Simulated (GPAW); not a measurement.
# Dielectric function and optical constants of KF (Carobbiite)

Wanted: where KF (Carobbiite) starts to absorb, how strongly, and its refractive index.

Calculated with GPAW 26.7.0; DFT, PBE, plane-wave PAW (GPAW data sets), scalar-relativistic, RPA, optical limit.

**1. The starting structure**

The structure is cubic, space group Fm-3m (No. 225). Conventional cell: a = 5.344 Å, b = 5.344 Å, c = 5.344 Å, α = 90.00°, β = 90.00°, γ = 90.00°. K has 6 F at 2.67 Å nearest. F has 6 K at 2.67 Å nearest. Farther neighbours and most contacts between anions are not listed.

As a file:

```xyz
2
Lattice="0.0000 2.6719 2.6719 2.6719 0.0000 2.6719 2.6719 2.6719 0.0000" Properties=species:S:1:pos:R:3 pbc="T T T"
K     0.0000    0.0000    0.0000
F     2.6719    2.6719    2.6719
```

**2. Dielectric function, RPA**

Transitions between filled and empty bands, summed over the zone, give the optical response, so mesh, band count and broadening shape it.

The induced potential is part of this response.

The input, df.py:

```python
from gpaw.response.df import DielectricFunction

df = DielectricFunction('full.gpw', frequencies={'type': 'nonlinear', 'domega0': 0.03, 'omega2': 8},
                        ecut=50,
                        eta=0.15,
                        nbands=28,
                        txt='df.txt')
for direction in ['x']:
    df.get_dielectric_function(xc='RPA', direction=direction, filename=f'df_{direction}.csv')
```

Run with:

```bash
$ OMP_NUM_THREADS=1 python df.py
```

Numbers of over 12 decimals in the logs are rounded to 6 here.

The log of the run:

```text
Using integrator: PointIntegrator
NonLinearFrequencyDescriptor(from 0.000 to 64.819 eV, 497 points)
Nonperiodic BCs:  [False False False]
Using integrator: PointIntegrator
NonLinearFrequencyDescriptor(from 0.000 to 64.819 eV, 497 points)
Nonperiodic BCs:  [False False False]

Calculating chi0 body with:
    Ground state adapter containing:
    Number of spins: 1
    Number of kpoints: 1331
    Number of irreducible kpoints: 56
    Number of completely occupied states: 8
    Number of partially occupied states: 8

    Linear response parametrization:
    q_c: [0.0, 0.0, 0.0]
    Number of frequency points: 497
    Planewave cutoff: 50.0
    Number of bands: 28
    Number of planewaves: 27
    Broadening (eta): 0.15

Integrating chi0 body.

Symmetries of q_c:
    Direct symmetries (Uq -> q): 48
    Indirect symmetries (TUq -> q): 0
In total 48 allowed symmetries.

56 groups of equivalent kpoints. 95.792637% reduction.

Integral kind: spectral function

Calculating chi0 optical extensions with:
    Ground state adapter containing:
    Number of spins: 1
    Number of kpoints: 1331
    Number of irreducible kpoints: 56
    Number of completely occupied states: 8
    Number of partially occupied states: 8

    Linear response parametrization:
    Number of frequency points: 497
    Planewave cutoff: 50.0
    Number of bands: 28
    Number of planewaves: 27
    Broadening (eta): 0.15
Integrating chi0 head and wings.

Symmetries of q_c:
    Direct symmetries (Uq -> q): 48
    Indirect symmetries (TUq -> q): 0
In total 48 allowed symmetries.

56 groups of equivalent kpoints. 95.792637% reduction.

Integral kind: spectral function wings
```

It took 8.9 s on 1 thread of Arm Neoverse N1, shared host; peak memory 0.21 GiB.

Numbers from this step:

* electronic dielectric constant ε∞, mean over x, y and z (by symmetry where fewer were run): 1.903
* main peak of Im epsilon, first axis: 10.45 eV

Some rows of df_x.csv (energy; Re and Im without local fields; Re and Im with them):

```text
0.000000, 2.074559, 0.000000, 1.902750, 0.000000
0.429336, 2.075741, 0.000828, 1.903783, 0.000724
0.878195, 2.079534, 0.001715, 1.907101, 0.001500
1.347938, 2.086411, 0.002692, 1.913119, 0.002357
1.840057, 2.097022, 0.003803, 1.922422, 0.003337
2.356191, 2.112296, 0.005117, 1.935844, 0.004503
2.898142, 2.133602, 0.006745, 1.954627, 0.005959
3.467895, 2.163071, 0.008890, 1.980725, 0.007894
4.067647, 2.204293, 0.011958, 2.017460, 0.010697
4.699832, 2.264113, 0.016960, 2.071243, 0.015333
5.367152, 2.358890, 0.027517, 2.157622, 0.025308
6.072622, 2.552450, 0.085648, 2.338301, 0.081856
6.819608, 2.673285, 0.350470, 2.441157, 0.338883
7.611886, 2.626309, 0.567689, 2.371854, 0.542382
8.453705, 2.756783, 0.910788, 2.468258, 0.819327
9.349861, 2.549151, 1.249305, 2.313050, 1.099602
10.305790, 1.916713, 1.558603, 1.776227, 1.455242
11.327680, 2.091862, 0.942827, 1.829298, 0.862680
12.422601, 1.659078, 0.864644, 1.377000, 0.795338
13.598673, 1.249480, 1.017966, 1.011518, 0.972919
```

The Im ε, E ∥ x has structure finer than the step of the table below, so its rows give means over 0.5 eV, whole bins alone (the curve runs from 0 to 14.0 eV). Peaks (eV: height): 10.45: 1.61, 11.79: 1.27, 13.43: 1.13.

Values under the direct gap are tails of Lorentzian lines. Table of Im ε, E ∥ x by photon energy; means over each step:

```tsv
photon energy (eV)	Im ε, E ∥ x
0.5	8.5e-4
1.0	0.00172
1.5	0.00265
2.0	0.00369
2.5	0.00487
3.0	0.00628
3.5	0.00804
4.0	0.0104
4.5	0.0137
5.0	0.0190
5.5	0.0297
6.0	0.0750
6.5	0.252
7.0	0.410
7.5	0.467
8.0	0.552
8.5	0.777
9.0	0.973
9.5	1.17
10.0	1.39
10.5	1.39
11.0	0.746
11.5	1.05
12.0	1.08
12.5	0.817
13.0	0.899
13.5	1.01
```

The Re ε, E ∥ x by photon energy:

```tsv
photon energy (eV)	Re ε, E ∥ x
0.0	1.90
0.5	1.90
1.0	1.91
1.5	1.92
2.0	1.93
2.5	1.94
3.0	1.96
3.5	1.98
4.0	2.01
4.5	2.05
5.0	2.11
5.5	2.18
6.0	2.31
6.5	2.37
7.0	2.38
7.5	2.44
8.0	2.31
8.5	2.43
9.0	2.34
9.5	2.23
10.0	2.00
10.5	1.36
11.0	1.42
11.5	1.78
12.0	1.22
12.5	1.41
13.0	1.37
13.5	1.13
```

The reflectivity at normal incidence, E ∥ x has structure finer than the step of the table below, so its rows give means over 0.25 eV, whole bins alone (the curve runs from 0 to 14.0 eV). Peaks (eV: height): 10.448: 8.06, 11.787: 5.97, 13.425: 5.11.

Table of reflectivity at normal incidence, E ∥ x by photon energy; means over each step:

```tsv
photon energy (eV)	reflectivity at normal incidence, E ∥ x (%)
0.25	2.54
0.50	2.55
0.75	2.56
1.00	2.57
1.25	2.58
1.50	2.60
1.75	2.62
2.00	2.64
2.25	2.67
2.50	2.70
2.75	2.73
3.00	2.77
3.25	2.82
3.50	2.87
3.75	2.93
4.00	3.00
4.25	3.07
4.50	3.16
4.75	3.27
5.00	3.39
5.25	3.53
5.50	3.71
5.75	3.95
6.00	4.28
6.25	4.69
6.50	4.73
6.75	4.89
7.00	4.95
7.25	4.68
7.50	5.12
7.75	5.13
8.00	5.00
8.25	5.72
8.50	5.99
8.75	6.00
9.00	6.32
9.25	6.34
9.50	6.71
9.75	6.68
10.00	7.35
10.25	7.17
10.50	7.53
10.75	4.40
11.00	2.69
11.25	3.70
11.50	5.14
11.75	5.80
12.00	4.92
12.25	3.27
12.50	3.16
12.75	3.57
13.00	3.61
13.25	4.20
13.50	4.83
13.75	3.28
```

The Im ε, E ∥ x has structure finer than the step of the table below, so its rows give means over 0.5 eV, whole bins alone (the curve runs from 0 to 14.0 eV). Peaks (eV: height): without local fields 10.45: 1.66, 11.79: 1.35, 13.43: 1.22; with local fields 10.45: 1.61, 11.79: 1.27, 13.43: 1.13.

Values under the direct gap are tails of Lorentzian lines. Table of Im ε, E ∥ x by photon energy; means over each step:

```tsv
photon energy (eV)	without local fields	with local fields
0.5	9.7e-4	8.5e-4
1.0	0.00197	0.00172
1.5	0.00303	0.00265
2.0	0.00420	0.00369
2.5	0.00553	0.00487
3.0	0.00711	0.00628
3.5	0.00905	0.00804
4.0	0.0116	0.0104
4.5	0.0152	0.0137
5.0	0.0208	0.0190
5.5	0.0321	0.0297
6.0	0.0786	0.0750
6.5	0.260	0.252
7.0	0.423	0.410
7.5	0.488	0.467
8.0	0.587	0.552
8.5	0.864	0.777
9.0	1.10	0.973
9.5	1.31	1.17
10.0	1.52	1.39
10.5	1.43	1.39
11.0	0.776	0.746
11.5	1.14	1.05
12.0	1.12	1.08
12.5	0.892	0.817
13.0	0.997	0.899
13.5	1.08	1.01
```

The loss function −Im 1/ε at q → 0, E ∥ x has structure finer than the step of the table below, so its rows give means over 0.25 eV, whole bins alone (the curve runs from 0 to 14.0 eV). Peaks (eV: height): 10.663: 0.447, 12.023: 0.414, 13.686: 0.496.

Values under the direct gap are tails of Lorentzian lines. Loss function −Im 1/ε at q → 0, E ∥ x against energy loss; means over each step:

```tsv
energy loss (eV)	loss function −Im 1/ε at q → 0, E ∥ x
0.25	1.2e-4
0.50	2.3e-4
0.75	3.5e-4
1.00	4.7e-4
1.25	5.9e-4
1.50	7.2e-4
1.75	8.5e-4
2.00	9.9e-4
2.25	0.00114
2.50	0.00129
2.75	0.00146
3.00	0.00163
3.25	0.00183
3.50	0.00204
3.75	0.00228
4.00	0.00255
4.25	0.00286
4.50	0.00323
4.75	0.00368
5.00	0.00424
5.25	0.00500
5.50	0.00611
5.75	0.00803
6.00	0.0127
6.25	0.0258
6.50	0.0481
6.75	0.0512
7.00	0.0758
7.25	0.0727
7.50	0.0787
7.75	0.0911
8.00	0.0957
8.25	0.0917
8.50	0.125
8.75	0.129
9.00	0.153
9.25	0.163
9.50	0.188
9.75	0.203
10.00	0.237
10.25	0.274
10.50	0.367
10.75	0.415
11.00	0.279
11.25	0.210
11.50	0.250
11.75	0.319
12.00	0.400
12.25	0.360
12.50	0.309
12.75	0.307
13.00	0.326
13.25	0.326
13.50	0.437
13.75	0.473
```

Optical constants at common wavelengths, from n + ik = √ε:

```tsv
wavelength (nm)	n	k	R (%)	1/α
1550	1.38	0.000	2.6	250 µm
800	1.38	0.001	2.6	64 µm
633	1.39	0.001	2.6	39 µm
450	1.40	0.002	2.7	18 µm
405	1.40	0.002	2.8	14 µm
308	1.42	0.004	3.0	6.6 µm
248	1.45	0.006	3.4	3.1 µm
```

Below the direct gap, k and the depth come from the tails of the Lorentzian lines, not from transitions.

**3. Results**

| Quantity | Value |
| --- | --- |
| electronic dielectric constant ε∞, mean over x, y and z (by symmetry where fewer were run) (RPA) | 1.90 |
| main peak of Im epsilon, first axis | 10.4 eV |

At this level (PBE, RPA) KF has ε∞ = 1.90 and n = 1.38 at 1550 nm, and Im ε peaks at 10.4 eV. Local fields change the static value along x from 2.07 to 1.90 (-8 %). Distinct maxima of Im ε, read by a parabola through the highest points, lie at 7.90 eV (0.62), 10.45 eV (1.6), 11.80 eV (1.3) and 13.43 eV (1.1). Excitons and phonon-assisted transitions are missing; PBE gaps are as a rule too small, which pulls the onset down and ε∞ up. The sum runs over mesh points, so small or evenly spaced maxima can still be ripples of the mesh. In this version of GPAW the matrix elements of the optical limit are incomplete, which can lower ε − 1 by up to a tenth where first-row anions or d states rule, and shift it by more in d metals.

[Machine, clock and banner lines and Python warnings are left out of the logs.]

[Logs are printed without paths, hosts, clocks, repeated set-up lines and the standing remarks that a program may print on its own settings, such as how far it seeks lower states.]

[Hosts, paths, dates, database ids (printed as entryN), source tags and the programs' standing remarks are cut or masked in the printed files.]
